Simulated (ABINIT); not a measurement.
# NbInS3 (Pm-3m): zone-centre phonons

Which modes does NbInS3 (Pm-3m) have at the zone centre?

Method: DFT PBEsol, scalar-relativistic, plane waves, PseudoDojo norm-conserving pseudopotentials, in ABINIT 10.8.3.

The structure was built from a prototype and need not be the compound's stable phase.

### 1. The structure

Symmetry: Pm-3m, No. 221, cubic system. The conventional cell has a = 4.861 Å, b = 4.861 Å, c = 4.861 Å, α = 90.00°, β = 90.00°, γ = 90.00°. In has 12 S at 3.44 Å nearest. Nearest to Nb lie 6 S at 2.43 Å. Nearest to S lie 2 Nb at 2.43 Å. Farther neighbours and most contacts between anions are not listed.

### 2. A first look

A first run with smearing and empty bands tells whether the crystal has a gap, which decides between fixed occupations and smearing later on.

Contents of probe.abi:

```
# ground state
tolvrs 1.0d-08
prtden 1
prtwf 1

# basis, mesh and filling
ecut 37.0
ngkpt 4 4 4
nshiftk 1
shiftk 0.0 0.0 0.0
istwfk *1
occopt 7
tsmear 0.005
nband 31
nstep 100
diemac 9.0
prtebands 0
prtgsr 0
useylm 1

# cell and atoms
acell 9.185580747 9.185580747 9.185580747
rprim 
    1.0 0.0 0.0
    0.0 1.0 0.0
    0.0 0.0 1.0
ntypat 3
znucl 49 41 16
natom 5
typat 1 2 3 3 3
xred 
    0.0 0.0 0.0
    0.5 0.5 0.5
    0.5 0.5 0.0
    0.5 0.0 0.5
    0.0 0.5 0.5
pp_dirpath "./pseudo"
pseudos "In.upf, Nb.upf, S.upf"
```

Started as:

```
> OMP_NUM_THREADS=1 mpirun -n 4 abinit probe.abi > probe.log
```

Numbers of over 12 decimals in the logs are rounded to 6 here.

probe.abo, the main output file:

```text
[banners, grids, parts of the stress and lines that vanish by symmetry left out]
- input  file    -> probe.abi
- output file    -> probe.abo
- root for input  files -> probei
[...]
Symmetries : space group Pm -3 m (#221); Bravais cP (primitive cubic)
[...]
mpw =        8385          nfft =      157464          nkpt =          10
[...]
== DATASET  1 ==================================================================
[...]
cutoff_energies: {ecut:  37.0, pawecutdg:  -1.0, }
[...]
ETOT  1  -160.42128407197    -1.604E+02 3.920E-01 1.962E+03
 ETOT  2  -158.75414756427     1.667E+00 1.172E-02 1.767E+04
 ETOT  3  -161.65616928594    -2.902E+00 2.818E-02 4.839E+02
 ETOT  4  -161.69109320100    -3.492E-02 2.212E-03 1.224E+02
 ETOT  5  -161.70226259085    -1.117E-02 2.881E-03 2.010E+01
[...]
ETOT 11  -161.70476234362    -3.490E-11 8.034E-04 2.972E-08
 ETOT 12  -161.70476234362     1.563E-12 2.046E-04 3.554E-10
 At SCF step   12       vres2   =  3.55E-10 < tolvrs=  1.00E-08 =>converged.
[...]
sigma(1 1)=  1.26711343E-04  sigma(3 2)=  0.00000000E+00
  sigma(2 2)=  1.26711343E-04  sigma(3 1)=  0.00000000E+00
  sigma(3 3)=  1.26711343E-04  sigma(2 1)=  0.00000000E+00
[...]
convergence: {deltae:  1.563E-12, res2:  3.554E-10, residm:  2.046E-04, diffor: null, }
etotal    :  -1.61704762E+02
[...]
sigma(1 1)=  1.26711343E-04  sigma(3 2)=  0.00000000E+00
  sigma(2 2)=  1.26711343E-04  sigma(3 1)=  0.00000000E+00
  sigma(3 3)=  1.26711343E-04  sigma(2 1)=  0.00000000E+00
[...]
- sigma(1 1)=  3.72797642E+00  sigma(3 2)=  0.00000000E+00
- sigma(2 2)=  3.72797642E+00  sigma(3 1)=  0.00000000E+00
- sigma(3 3)=  3.72797642E+00  sigma(2 1)=  0.00000000E+00
[...]
fcart     -0.0000000000E+00 -0.0000000000E+00 -0.0000000000E+00
           strten      1.2671134300E-04  1.2671134300E-04  1.2671134300E-04
================================================================================

[key lines of the parts left out:]
pressure_GPa:  -3.7280E+00
```

Elapsed: 36 s, on 4 MPI ranks of Arm Neoverse V2, shared host.

Read from the output:

```yaml
volume_per_atom: 22.97 Å³
pressure: -3.728 GPa
gap_on_the_k_mesh: 0 eV
```

No gap opens on this mesh, so smearing is kept; the printed pressure holds the stress of the finite basis too.

### 3. Rough relaxation

The typed start is rough, so a first relaxation with smearing and loose thresholds takes it towards rest cheaply.

Contents of prerelax.abi:

```
# relaxation
ionmov 2
optcell 2
dilatmx 1.15
chkdilatmx 0
ntime 40
tolmxf 3.0d-04
tolvrs 1.0d-10
prtwf 0
prtden 0
chksymtnons 0

# basis, mesh and filling
ecut 37.0
ecutsm 3.0
ngkpt 4 4 4
nshiftk 1
shiftk 0.0 0.0 0.0
istwfk *1
occopt 7
tsmear 0.005
nband 31
nstep 100
diemac 1000000.0
prtebands 0
prtgsr 0
useylm 1

# cell and atoms
acell 9.185580747 9.185580747 9.185580747
rprim 
    1.0 0.0 0.0
    0.0 1.0 0.0
    0.0 0.0 1.0
ntypat 3
znucl 49 41 16
natom 5
typat 1 2 3 3 3
xred 
    0.0 0.0 0.0
    0.5 0.5 0.5
    0.5 0.5 0.0
    0.5 0.0 0.5
    0.0 0.5 0.5
pp_dirpath "./pseudo"
pseudos "In.upf, Nb.upf, S.upf"
```

Started as:

```
> OMP_NUM_THREADS=1 mpirun -n 4 abinit prerelax.abi > prerelax.log
```

prerelax.abo, the main output file:

```text
[banners, grids, parts of the stress and lines that vanish by symmetry left out]
- input  file    -> prerelax.abi
- output file    -> prerelax.abo
- root for input  files -> prerelaxi
[...]
Symmetries : space group Pm -3 m (#221); Bravais cP (primitive cubic)
[...]
mpw =       12797          nfft =      216000          nkpt =          10
[...]
== DATASET  1 ==================================================================
[...]
cutoff_energies: {ecut:  37.0, pawecutdg:  -1.0, }
[...]
ETOT  1  -160.53908961710    -1.605E+02 3.801E-01 2.619E+03
 ETOT  2  -159.37913430598     1.160E+00 1.529E-02 1.946E+04
 ETOT  3  -161.67768962115    -2.299E+00 1.210E-02 3.327E+02
 ETOT  4  -161.69520390555    -1.751E-02 4.303E-03 1.033E+02
 ETOT  5  -161.70414293709    -8.939E-03 2.463E-03 4.075E+00
[...]
At SCF step   13       vres2   =  2.52E-12 < tolvrs=  1.00E-10 =>converged.
[...]
ETOT 10  -161.70674344014    -3.638E-12 2.092E-06 1.841E-12
 At SCF step   10       vres2   =  1.84E-12 < tolvrs=  1.00E-10 =>converged.
[...]
sigma(1 1)=  3.64524846E-07  sigma(3 2)=  0.00000000E+00
  sigma(2 2)=  3.64524846E-07  sigma(3 1)=  0.00000000E+00
  sigma(3 3)=  3.64524846E-07  sigma(2 1)=  0.00000000E+00
[...]
convergence: {deltae: -3.638E-12, res2:  1.841E-12, residm:  2.092E-06, diffor: null, }
etotal    :  -1.61706743E+02
[...]
At Broyd/MD step   4, gradients are converged :
[...]
sigma(1 1)=  3.64524846E-07  sigma(3 2)=  0.00000000E+00
  sigma(2 2)=  3.64524846E-07  sigma(3 1)=  0.00000000E+00
  sigma(3 3)=  3.64524846E-07  sigma(2 1)=  0.00000000E+00
[...]
- sigma(1 1)=  1.07246912E-02  sigma(3 2)=  0.00000000E+00
- sigma(2 2)=  1.07246912E-02  sigma(3 1)=  0.00000000E+00
- sigma(3 3)=  1.07246912E-02  sigma(2 1)=  0.00000000E+00
[...]
fcart     -0.0000000000E+00 -0.0000000000E+00 -0.0000000000E+00
           strten      3.6452484603E-07  3.6452484603E-07  3.6452484603E-07
================================================================================

[key lines of the parts left out:]
pressure_GPa:  -1.0725E-02
Total energy (etotal) [Ha]= -1.61706743440139E+02
```

Elapsed: 3 min, on 4 MPI ranks; 12 min of CPU time.

Step by step:

| step | energy less that of the first step (eV) | largest force (eV/Å) | volume (Å³) |
| --- | --- | --- | --- |
| 1 | 0.0000 | 0.0000 | 114.85 |
| 2 | -0.0256 | 0.0000 | 113.58 |
| 3 | -0.0593 | 0.0000 | 109.56 |
| 4 | -0.0595 | 0.0000 | 109.83 |

| conventional cell, symmetrised | before | after | change |
| --- | --- | --- | --- |
| a (Å) | 4.861 | 4.789 | -1.5 % |
| b (Å) | 4.861 | 4.789 | -1.5 % |
| c (Å) | 4.861 | 4.789 | -1.5 % |
| volume (Å³/atom) | 22.97 | 21.97 | -4.4 % |

Final coordinates:

```xyz
5
Lattice="4.7889 0.0000 0.0000 0.0000 4.7889 0.0000 0.0000 0.0000 4.7889" Properties=species:S:1:pos:R:3 pbc="T T T"
In    0.0000    0.0000    0.0000
Nb    2.3945    2.3945    2.3945
S     2.3945    2.3945    0.0000
S     2.3945    0.0000    2.3945
S     0.0000    2.3945    2.3945
```

This step gave:

```yaml
volume_per_atom: 21.97 Å³
pressure: -0.01072 GPa
```

The volume changes by -4.4 % in this run and stands -4.4 % from the first cell.

### 4. Relaxing the cell and atoms

The harmonic expansion needs vanishing forces, and a free crystal bears no stress, so cell and atoms are brought to rest. Stress is more sensitive to the basis than forces are: the last 3 Ha under the cutoff are smoothed with ecutsm, and the cutoff is raised above that of the later runs.

Contents of relax.abi:

```
# relaxation
ionmov 2
optcell 2
dilatmx 1.08
ntime 40
tolmxf 1.0d-05
tolvrs 1.0d-14
prtwf 0
prtden 0
chksymtnons 0

# basis, mesh and filling
ecut 46.0
ecutsm 3.0
ngkpt 6 6 6
nshiftk 1
shiftk 0.0 0.0 0.0
istwfk *1
occopt 3
tsmear 0.01
nband 31
nstep 100
diemac 1000000.0
prtebands 0
prtgsr 0
useylm 1

# cell and atoms
acell 9.04978519 9.04978519 9.04978519
rprim 
    1.0 0.0 0.0
    0.0 1.0 0.0
    0.0 0.0 1.0
ntypat 3
znucl 49 41 16
natom 5
typat 1 2 3 3 3
xred 
    0.0 0.0 0.0
    0.5 0.5 0.5
    0.5 0.5 0.0
    0.5 0.0 0.5
    0.0 0.5 0.5
pp_dirpath "./pseudo"
pseudos "In.upf, Nb.upf, S.upf"
```

Started as:

```
> OMP_NUM_THREADS=1 mpirun -n 4 abinit relax.abi > relax.log
```

relax.abo, the main output file:

```text
[banners, grids, parts of the stress and lines that vanish by symmetry left out]
- input  file    -> relax.abi
- output file    -> relax.abo
- root for input  files -> relaxi
[...]
Symmetries : space group Pm -3 m (#221); Bravais cP (primitive cubic)
[...]
mpw =       13955          nfft =      216000          nkpt =          20
[...]
== DATASET  1 ==================================================================
[...]
cutoff_energies: {ecut:  46.0, pawecutdg:  -1.0, }
[...]
ETOT  1  -160.48216005317    -1.605E+02 4.714E-01 2.257E+03
 ETOT  2  -160.19351828549     2.886E-01 5.434E-02 1.292E+04
 ETOT  3  -161.67820735297    -1.485E+00 1.344E-02 4.415E+02
 ETOT  4  -161.70409628394    -2.589E-02 5.610E-03 1.016E+02
 ETOT  5  -161.71207196745    -7.976E-03 2.657E-03 6.393E+00
[...]
At SCF step   16       vres2   =  1.84E-15 < tolvrs=  1.00E-14 =>converged.
[...]
sigma(1 1)= -2.27909724E-05  sigma(3 2)=  0.00000000E+00
  sigma(2 2)= -2.27909724E-05  sigma(3 1)=  0.00000000E+00
  sigma(3 3)= -2.27909724E-05  sigma(2 1)=  0.00000000E+00
[...]
convergence: {deltae:  1.165E-12, res2:  1.837E-15, residm:  2.145E-04, diffor: null, }
etotal    :  -1.61712660E+02
[...]
ETOT  1  -161.71193944225    -1.617E+02 1.987E-04 7.782E+00
[...]
At SCF step   12       vres2   =  3.31E-15 < tolvrs=  1.00E-14 =>converged.
[...]
sigma(1 1)= -1.65952597E-05  sigma(3 2)=  0.00000000E+00
  sigma(2 2)= -1.65952597E-05  sigma(3 1)=  0.00000000E+00
  sigma(3 3)= -1.65952597E-05  sigma(2 1)=  0.00000000E+00
[...]
convergence: {deltae: -1.990E-13, res2:  3.311E-15, residm:  2.600E-05, diffor: null, }
etotal    :  -1.61712690E+02
[...]
ETOT  1  -161.70739132903    -1.617E+02 3.144E-05 5.538E+01
[...]
At SCF step   13       vres2   =  4.93E-16 < tolvrs=  1.00E-14 =>converged.
[...]
sigma(1 1)= -1.70117648E-07  sigma(3 2)=  0.00000000E+00
  sigma(2 2)= -1.70117648E-07  sigma(3 1)=  0.00000000E+00
  sigma(3 3)= -1.70117648E-07  sigma(2 1)=  0.00000000E+00
[...]
convergence: {deltae: -1.472E-11, res2:  4.930E-16, residm:  8.263E-06, diffor: null, }
etotal    :  -1.61712724E+02
[...]
ETOT  1  -161.71272325165    -1.617E+02 7.868E-06 6.295E-03
[...]
ETOT  9  -161.71272386266     8.953E-12 2.539E-06 5.225E-14
 ETOT 10  -161.71272386266    -2.927E-12 6.103E-06 6.149E-16
 At SCF step   10       vres2   =  6.15E-16 < tolvrs=  1.00E-14 =>converged.
[...]
sigma(1 1)= -1.30338014E-09  sigma(3 2)=  0.00000000E+00
  sigma(2 2)= -1.30338013E-09  sigma(3 1)=  0.00000000E+00
  sigma(3 3)= -1.30338014E-09  sigma(2 1)=  0.00000000E+00
[...]
convergence: {deltae: -2.927E-12, res2:  6.149E-16, residm:  6.103E-06, diffor: null, }
etotal    :  -1.61712724E+02
[...]
At Broyd/MD step   4, gradients are converged :
[...]
sigma(1 1)= -1.30338014E-09  sigma(3 2)=  0.00000000E+00
  sigma(2 2)= -1.30338013E-09  sigma(3 1)=  0.00000000E+00
  sigma(3 3)= -1.30338014E-09  sigma(2 1)=  0.00000000E+00
[...]
- sigma(1 1)= -3.83467676E-05  sigma(3 2)=  0.00000000E+00
- sigma(2 2)= -3.83467675E-05  sigma(3 1)=  0.00000000E+00
- sigma(3 3)= -3.83467676E-05  sigma(2 1)=  0.00000000E+00
[...]
fcart     -0.0000000000E+00 -0.0000000000E+00 -0.0000000000E+00
           strten     -1.3033801373E-09 -1.3033801347E-09 -1.3033801373E-09
================================================================================

[key lines of the parts left out:]
pressure_GPa:   3.8347E-05
Total energy (etotal) [Ha]= -1.61712723862659E+02
```

Wall time 6 min (4 MPI ranks); 24 min of CPU time.

Relaxation path:

| step | energy less that of the first step (eV) | largest force (eV/Å) | volume (Å³) |
| --- | --- | --- | --- |
| 1 | 0.0000 | 0.0000 | 109.83 |
| 2 | -0.0008 | 0.0000 | 110.05 |
| 3 | -0.0017 | 0.0000 | 110.66 |
| 4 | -0.0017 | 0.0000 | 110.67 |

| conventional cell, symmetrised | before | after | change |
| --- | --- | --- | --- |
| a (Å) | 4.789 | 4.801 | +0.3 % |
| b (Å) | 4.789 | 4.801 | +0.3 % |
| c (Å) | 4.789 | 4.801 | +0.3 % |
| volume (Å³/atom) | 21.97 | 22.13 | +0.8 % |

Final coordinates:

```xyz
5
Lattice="4.8011 0.0000 0.0000 0.0000 4.8011 0.0000 0.0000 0.0000 4.8011" Properties=species:S:1:pos:R:3 pbc="T T T"
In    0.0000    0.0000    0.0000
Nb    2.4006    2.4006    2.4006
S     2.4006    2.4006    0.0000
S     2.4006    0.0000    2.4006
S     0.0000    2.4006    2.4006
```

This step gave:

```
volume per atom : 22.13 Å³
pressure        : 3.83e-5 GPa
```

The volume changes by +0.8 % in this run and stands -3.6 % from the first cell.

### 5. Ground state

First-order wavefunctions inherit every error of the ground state, hence the very tight tolvrs. Smearing stays on, as the first look found no gap above 0.3 eV.

Contents of gs.abi:

```
# ground state
tolvrs 1.0d-16
prtden 1
prtwf 1

# basis, mesh and filling
ecut 37.0
ngkpt 6 6 6
nshiftk 1
shiftk 0.0 0.0 0.0
istwfk *1
occopt 3
tsmear 0.01
nband 31
nstep 100
diemac 1000000.0
prtebands 0
prtgsr 0
useylm 1

# cell and atoms
acell 9.072846084 9.072846084 9.072846084
rprim 
    1.0 0.0 0.0
    0.0 1.0 0.0
    0.0 0.0 1.0
ntypat 3
znucl 49 41 16
natom 5
typat 1 2 3 3 3
xred 
    0.0 0.0 0.0
    0.5 0.5 0.5
    0.5 0.5 0.0
    0.5 0.0 0.5
    0.0 0.5 0.5
pp_dirpath "./pseudo"
pseudos "In.upf, Nb.upf, S.upf"
```

Started as:

```
> OMP_NUM_THREADS=1 mpirun -n 4 abinit gs.abi > gs.log
```

gs.abo, the main output file:

```text
[banners, grids, parts of the stress and lines that vanish by symmetry left out]
- input  file    -> gs.abi
- output file    -> gs.abo
- root for input  files -> gsi
[...]
Symmetries : space group Pm -3 m (#221); Bravais cP (primitive cubic)
[...]
mpw =        8121          nfft =      125000          nkpt =          20
[...]
== DATASET  1 ==================================================================
[...]
cutoff_energies: {ecut:  37.0, pawecutdg:  -1.0, }
[...]
ETOT  1  -160.54149015285    -1.605E+02 4.195E-01 1.334E+03
 ETOT  2  -160.08612454079     4.554E-01 4.710E-02 7.987E+03
 ETOT  3  -161.67755545122    -1.591E+00 2.130E-02 2.585E+02
 ETOT  4  -161.70341096070    -2.586E-02 9.916E-03 6.186E+01
 ETOT  5  -161.71189907753    -8.488E-03 7.432E-03 3.971E+00
[...]
ETOT 16  -161.71253329841     1.705E-12 1.220E-03 9.660E-16
 ETOT 17  -161.71253329842    -1.180E-11 3.974E-04 3.506E-17
 At SCF step   17       vres2   =  3.51E-17 < tolvrs=  1.00E-16 =>converged.
[...]
sigma(1 1)=  3.35816432E-06  sigma(3 2)=  0.00000000E+00
  sigma(2 2)=  3.35816432E-06  sigma(3 1)=  0.00000000E+00
  sigma(3 3)=  3.35816432E-06  sigma(2 1)=  0.00000000E+00
[...]
convergence: {deltae: -1.180E-11, res2:  3.506E-17, residm:  3.974E-04, diffor: null, }
etotal    :  -1.61712533E+02
[...]
sigma(1 1)=  3.35816432E-06  sigma(3 2)=  0.00000000E+00
  sigma(2 2)=  3.35816432E-06  sigma(3 1)=  0.00000000E+00
  sigma(3 3)=  3.35816432E-06  sigma(2 1)=  0.00000000E+00
[...]
- sigma(1 1)=  9.88006055E-02  sigma(3 2)=  0.00000000E+00
- sigma(2 2)=  9.88006055E-02  sigma(3 1)=  0.00000000E+00
- sigma(3 3)=  9.88006055E-02  sigma(2 1)=  0.00000000E+00
[...]
fcart     -0.0000000000E+00 -0.0000000000E+00 -0.0000000000E+00
           strten      3.3581643244E-06  3.3581643244E-06  3.3581643244E-06
================================================================================

[key lines of the parts left out:]
pressure_GPa:  -9.8801E-02
```

Wall time 70 s (4 MPI ranks).

This step gave:

| Quantity | Value |
| --- | --- |
| pressure | -0.09880 GPa |

The cell stands at -0.099 GPa, close enough for phonons.

(Part 1 of 4 ends here.)

[Host names and launcher messages were left out of these logs when they were recorded.]

[Logs are printed without paths, hosts, clocks, repeated set-up lines and the standing remarks that a program may print on its own settings, such as how far it seeks lower states.]

[Hosts, paths, dates, database ids (printed as entryN), source tags and the programs' standing remarks are cut or masked in the printed files.]
